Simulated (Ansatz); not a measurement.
# Lu2SeSF2: complex band structure, part 2 of 4

Wanted: the relaxed cell of Lu2SeSF2, its band edges and its decay constants. It is built by putting Se for part of the S in the LuSF structure of space group R-3m, with the volume rescaled by atomic radii. The parent structure comes from the Materials Project.

Ansatz 0.2.0; LDA DFT, plane waves, PAW files (the session's first sound run).

So far. Step 2 (Relaxing the new crystal): The largest force component on a free atom ends at 0.0052 eV/Å.

The structure was built from a prototype and need not be the compound's stable phase.

### Step 3. The bulk crystal and its band edges

The energy window and the wavevectors of the next steps follow from the band edges, so these are searched first, off the mesh as well.

The input, input.yaml:

```yaml
crystal:
  lattice:
    - [1.9298953564, 1.1142256035, 8.3915543432]
    - [-1.9298953564, 1.1142256035, 8.3915543432]
    - [0.0, -2.228451207, 8.3915543432]
  atoms:
    - { symbol: Lu, position: [0.0041432095, 0.0041432095, 0.0041432095] }
    - { symbol: Lu, position: [0.4982798955, 0.4982798955, 0.4982798955] }
    - { symbol: Se, position: [0.6081567643, 0.6081567643, 0.6081567643] }
    - { symbol: S, position: [0.3929305573, 0.3929305573, 0.3929305573] }
    - { symbol: F, position: [0.8172343856, 0.8172343856, 0.8172343856] }
    - { symbol: F, position: [0.1792551878, 0.1792551878, 0.1792551878] }
kpoints:
  mp_grid: { grid: [8, 8, 8] }
  band_path: { path: [VBM, CBM], npoints: 30 }
scf:
  occupations: { method: fixed }
hamiltonian:
  xc: lda
output:
  eigenvalues: true
  write_potential: true
  write_density: true
  volumetric_format: npy
```

Started as:

```sh
> ansatz run input.yaml --threads 2 --pin off --max-ram 4096MiB --backend cpu --events-out ev --progress --plain --runs-dir out
```

Numbers of over 12 decimals in the logs are rounded to 6 here.

Log:

```text
[...]
Crystal: 6 atoms, lattice volume = 108.268 Å³
Basis set: ecut = 420 eV, 2165 PW (Γ), FFT grids on a1−a2, a2, −a2+a3
Bands: 52, of which v1, the nominal top of the filled ones, is band 43 counted from 1 (42 counted from 0)
Symmetry: 6 space group operations
[...]
k-points: 65 of 512 (time reversal used)
[...]
SCF iter   1: F=—  HF=-36838.041034 eV  |F-HF|=—  |Δ(HF+E_count)|=         —  Δρ=1.35e-2  dr2=1.55e-1  ethr=1.77e-3  ⟨swp⟩=5.4  Hψ=12204  notcnv=0  defer=387
[...]
SCF iter   9: F=-36837.992516 eV  HF=-36837.992516 eV  |F-HF|=4.04e-8  |Δ(HF+E_count)|=   5.65e-8  Δρ=8.32e-6  dr2=8.36e-8  ethr=1.16e-10  ⟨swp⟩=12.3  Hψ=21737  notcnv=0
SCF 1 converged in 9 iterations: F = -36837.992516 eV  dr2 = 8.36e-8
[...]
NSCF: frozen V_eff on 32 k-points
[...]
SCF converged after 9 iterations
Free energy (F): -36837.992516 eV
[...]
Internal energy: -36837.992516 eV  (E = F + TS)
E sigma→0 (E₀):  -36837.992516 eV
Fermi energy:    10.524915 eV
[...]
--- Band table (eV; the first three rows and the last of 65) ---
  k-point 0: bands = [... 39 lower, 8.2960, 9.5826, 10.5249, 10.5249, 13.2125, 13.5365, 13.5365, 14.2603, ... 5 higher]
  k-point 1: bands = [... 39 lower, 8.3543, 9.5698, 9.8072, 10.2686, 13.2134, 13.5448, 13.7383, 14.3381, ... 5 higher]
  k-point 2: bands = [... 39 lower, 8.4542, 8.4570, 9.5353, 9.8291, 12.8433, 13.8016, 14.0158, 14.6642, ... 5 higher]
  k-point 64: bands = [... 39 lower, 8.3516, 8.3516, 10.3427, 10.3427, 13.6760, 13.6760, 13.8813, 14.8529, ... 5 higher]
```

It took 34 s on 2 threads of Intel Xeon Platinum 8488C (Sapphire Rapids), shared host; peak memory 0.57 GiB; 66 s of CPU time.

The column dr2 measures how far the density is from self-consistency, as an energy; F and HF (Harris–Foulkes) agree once it is small.

This step gave:

* free energy: -36837.9925 eV
* Fermi energy: 10.52 eV
* gap on the k-mesh: 1.524 eV
* gap on path: 1.524 eV, by band count; negative where bands overlap
* direct gap on path: 2.454 eV
* edge places on path: 0, 0.9724 1/A along the path

The electronic bands at the labelled points (eV, zero at the Fermi level (highest filled level under fixed occupations); v1 is the highest filled band, c1 the lowest empty one):

| point | v4 | v3 | v2 | v1 | c1 | c2 | c3 | c4 |
| --- | --- | --- | --- | --- | --- | --- | --- | --- |
| VBM | -2.23 | -0.94 | 0.00 | 0.00 | 2.69 | 3.01 | 3.01 | 3.74 |
| halfway | -2.11 | -2.09 | -1.01 | -0.66 | 2.10 | 3.60 | 3.68 | 4.21 |
| CBM | -2.78 | -2.12 | -1.53 | -0.93 | 1.52 | 3.70 | 3.77 | 4.98 |

The searched edges give 1.52 eV, as on the mesh.

### Step 4. Decaying states in the gap, plane (101)

This step: LDA DFT, plane waves, PAW files; complex bands by layer matching along the plane's normal (Ansatz 0.2.0).

The same crystal is laid in a cell whose first two vectors span the (101) plane (indices of the standard conventional cell, whose axes can be ordered otherwise than in the bulk input). At fixed energy and wavevector in the plane the solver finds all kz, real and complex. A few wavevectors are listed, (0, 0) and (-0.5, 0) in units of the plane's reciprocal vectors; the slowest state needn't be among them.

The input, input.yaml:

```yaml
crystal:
  lattice:
    - [8.682406295, 0.0, 0.0]
    - [0.857940981, 3.763232868, 0.0]
    - [0.857940981, 1.783819838, 3.313594484]
  atoms:
    - { symbol: Lu, position: [0.0124296285, 0.9958567905, 0.9958567905] }
    - { symbol: Lu, position: [0.4948396865, 0.5017201045, 0.5017201045] }
    - { symbol: Se, position: [0.8244702929, 0.3918432357, 0.3918432357] }
    - { symbol: S, position: [0.1787916719, 0.6070694427, 0.6070694427] }
    - { symbol: F, position: [0.4517031568, 0.1827656144, 0.1827656144] }
    - { symbol: F, position: [0.5377655634, 0.8207448122, 0.8207448122] }
kpoints:
  mp_grid: { grid: [8, 8, 8] }
scf:
  occupations: { method: fixed }
hamiltonian:
  xc: lda
output:
  eigenvalues: true
  transmission:
    leads: [[0, 0]]
    kpoints: [[0.0, 0.0], [-0.5, 0.0]]
    e_range: [-1.0, 2.52]
    de: 0.09
```

Log:

```text
[...]
Crystal: 6 atoms, lattice volume = 108.268 Å³
Basis set: ecut = 420 eV, 2165 PW (Γ)
Bands: 52, of which v1, the nominal top of the filled ones, is band 43 counted from 1 (42 counted from 0)
Symmetry: 6 space group operations
[...]
k-points: 65 of 512 (time reversal used)
[...]
SCF iter   1: F=—  HF=-36838.041088 eV  |F-HF|=—  |Δ(HF+E_count)|=         —  Δρ=1.35e-2  dr2=1.55e-1  ethr=1.77e-3  ⟨swp⟩=5.4  Hψ=12216  notcnv=0  defer=385
[...]
SCF iter   9: F=-36837.992516 eV  HF=-36837.992516 eV  |F-HF|=4.16e-8  |Δ(HF+E_count)|=   5.38e-8  Δρ=8.15e-6  dr2=8.50e-8  ethr=1.16e-10  ⟨swp⟩=12.2  Hψ=21652  notcnv=0
SCF 1 converged in 9 iterations: F = -36837.992516 eV  dr2 = 8.50e-8
[...]
transmission: 7 of 14 steps passed
transmission: 14 of 14 steps passed
SCF converged after 9 iterations
Free energy (F): -36837.992516 eV
[...]
Internal energy: -36837.992516 eV  (E = F + TS)
E sigma→0 (E₀):  -36837.992516 eV
Fermi energy:    10.524917 eV
[...]
--- Band table (eV; the first three rows and the last of 65) ---
  k-point 0: bands = [... 39 lower, 8.2960, 9.5826, 10.5249, 10.5249, 13.2125, 13.5365, 13.5365, 14.2603, ... 5 higher]
  k-point 1: bands = [... 39 lower, 8.3543, 9.5698, 9.8072, 10.2686, 13.2134, 13.5448, 13.7383, 14.3381, ... 5 higher]
  k-point 2: bands = [... 39 lower, 8.4542, 8.4570, 9.5353, 9.8291, 12.8433, 13.8016, 14.0158, 14.6642, ... 5 higher]
  k-point 64: bands = [... 39 lower, 8.3516, 8.3516, 10.3427, 10.3427, 13.6760, 13.6760, 13.8813, 14.8528, ... 5 higher]
--- Transmission ---
  basis      : 295 plane waves across, 7 finite elements along
  points     : 2, as listed
  energies   : 40 from -1.000000 to 2.510000 eV about the Fermi level, 0.090000 eV apart; the leads are filled to 0.762241 eV, and channels, transmission and decay are at 0.800000 eV
  crystal 0  : Lu2F2Se1S1, at the sites [0, 0], period 3.3136 Å: whole cells are its period
    offset         : up to 0.0000 Å between an atom of the period and one for which it stands
    channels       : 0.000000e0 a spin
    conductance    : none, the energies end too early or step too widely for 300 K: set another output.transmission.e_range or a lower de, or, where they end at an eighth of basis.ecutwfc, a higher one
    slowest decay  : 0.1746 /Å at (0.0000, 0.0000)
```

It took 64 s on 2 threads; peak memory 0.97 GiB; 1.7 min of CPU time.

Numbers from this step:

```yaml
level_to_which_the_leads_are_filled: 0.7622 eV from the Fermi level
decay_constant_at_the_filling_level_zone_centre: 0.1746 Å⁻¹
decay_constant_at_the_filling_level_slowest_listed_point: 0.1746 Å⁻¹
```

K parallel (0, 0); values up to 1.5 1/Å, a degenerate pair printed once or twice; energies at which all values exceed this have no row. The Im kz of the slowest decaying states by energy, zero at the highest filled level on the SCF mesh:

```
energy (eV)  decay 1 (Å⁻¹)  decay 2 (Å⁻¹)  decay 3 (Å⁻¹)  decay 4 (Å⁻¹)
      -1.00          0.121          0.509          0.547          0.713
      -0.82         0.0820          0.513          0.551          0.766
      -0.73          0.148          0.515          0.552          0.782
      -0.55          0.234          0.518          0.555          0.804
      -0.46          0.262          0.520          0.556          0.810
      -0.28          0.304          0.522          0.557          0.817
      -0.19          0.321          0.523          0.557          0.818
      -0.01          0.350          0.523          0.557          0.817
       0.08         0.0637          0.119          0.362          0.524
       0.26          0.111          0.202          0.382          0.523
       0.44          0.139          0.249          0.399          0.522
       0.53          0.150          0.266          0.406          0.521
       0.71          0.168          0.292          0.417          0.518
       0.80          0.175          0.302          0.422          0.516
       0.98          0.186          0.317          0.430          0.511
       1.07          0.190          0.322          0.433          0.507
       1.25          0.197          0.329          0.437          0.497
       1.43          0.201          0.332          0.439          0.480
       1.52          0.202          0.332          0.439          0.466
       1.70          0.202          0.328          0.353          0.438
       1.79          0.201          0.271          0.325          0.436
       1.97          0.197          0.316          0.432          0.471
       2.06          0.194          0.310          0.429          0.458
       2.24          0.184          0.294          0.423          0.424
       2.33          0.176          0.283          0.402          0.419
       2.51          0.149          0.257          0.348          0.409
```

K parallel (0, 0). Table of Re kz of states that move upwards by energy, zero at the highest filled level on the SCF mesh:

```csv
energy (eV),channel 1 (Å⁻¹),channel 2 (Å⁻¹),channel 3 (Å⁻¹),channel 4 (Å⁻¹)
-1.00,-0.781,-0.480,-0.251,-
-0.82,-0.559,-0.335,-,-
-0.64,-0.441,-0.213,-,-
-0.46,-0.343,-0.170,-,-
-0.28,-0.250,-0.128,-,-
-0.10,-0.140,-0.0736,-,-
-0.01,-0.0428,-0.0227,-,-
0.08,-,-,-,-
0.26,-,-,-,-
0.44,-,-,-,-
0.62,-,-,-,-
0.80,-,-,-,-
0.89,-,-,-,-
1.07,-,-,-,-
1.25,-,-,-,-
1.43,-,-,-,-
1.61,-,-,-,-
1.79,-,-,-,-
1.97,-0.778,-,-,-
2.15,-0.589,-,-,-
2.33,-0.467,-,-,-
2.51,-0.360,-,-,-
```

K parallel (-0.5, 0); values up to 1.5 1/Å, a degenerate pair printed once or twice; energies at which all values exceed this have no row. The Im kz of the slowest decaying states by energy, zero at the highest filled level on the SCF mesh:

```
energy (eV)  decay 1 (Å⁻¹)  decay 2 (Å⁻¹)  decay 3 (Å⁻¹)  decay 4 (Å⁻¹)
      -1.00          0.315          0.331          0.352          0.504
      -0.82          0.356          0.375          0.509          0.576
      -0.73          0.373          0.384          0.512          0.578
      -0.55          0.399          0.402          0.515          0.581
      -0.46          0.405          0.415          0.517          0.582
      -0.28          0.414          0.438          0.518          0.585
      -0.19          0.418          0.449          0.518          0.586
      -0.01          0.103          0.185          0.424          0.467
       0.08          0.125          0.221          0.426          0.474
       0.26          0.157          0.271          0.428          0.487
       0.44          0.181          0.304          0.427          0.497
       0.53          0.190          0.316          0.425          0.496
       0.71          0.206          0.335          0.417          0.482
       0.80          0.212          0.342          0.408          0.474
       0.98          0.223          0.352          0.377          0.461
       1.07          0.227          0.352          0.356          0.456
       1.25          0.234          0.282          0.359          0.448
       1.43          0.168          0.238          0.359          0.442
       1.52         0.0365          0.240          0.357          0.439
       1.70          0.241          0.352          0.432          0.478
       1.79          0.240          0.348          0.429          0.473
       1.97          0.238          0.337          0.421          0.460
       2.06          0.236          0.330          0.417          0.453
       2.24          0.230          0.313          0.408          0.437
       2.33          0.226          0.302          0.403          0.429
       2.51          0.215          0.277          0.391          0.411
```

K parallel (-0.5, 0). Table of Re kz of states that move upwards by energy, zero at the highest filled level on the SCF mesh:

| energy (eV) | channel 1 (Å⁻¹) | channel 2 (Å⁻¹) |
| --- | --- | --- |
| -1.00 | -0.220 | - |
| -0.82 | -0.514 | -0.180 |
| -0.64 | -0.352 | -0.138 |
| -0.46 | -0.232 | -0.0921 |
| -0.37 | -0.173 | -0.0651 |
| -0.19 | 0.00770 | 0.0269 |
| -0.01 | - | - |
| 0.17 | - | - |
| 0.35 | - | - |
| 0.53 | - | - |
| 0.71 | - | - |
| 0.80 | - | - |
| 0.98 | - | - |
| 1.16 | - | - |
| 1.34 | - | - |
| 1.52 | - | - |
| 1.70 | -0.666 | - |
| 1.88 | -0.566 | - |
| 1.97 | -0.524 | - |
| 2.15 | -0.450 | - |
| 2.33 | -0.383 | - |
| 2.51 | -0.317 | - |

At the listed wavevectors the last open channel is at -0.01 eV and the next at +1.61 eV on the grid. At +0.80 eV, the grid energy nearest the filling level (the middle of the gap on the SCF mesh), the slowest state at the listed wavevectors decays with κ = 0.175 Å⁻¹, its amplitude falling by e over 5.7 Å. Through 1 nm of this crystal that state's transmission falls by exp(−2 × 0.175 Å⁻¹ × 10 Å) = 0.030.

(Continued in part 3 of 4.)

[Logs are printed without paths, hosts, clocks, repeated set-up lines and the standing remarks that a program may print on its own settings, such as how far it seeks lower states.]

[Hosts, paths, dates, database ids (printed as entryN), source tags and the programs' standing remarks are cut or masked in the printed files.]
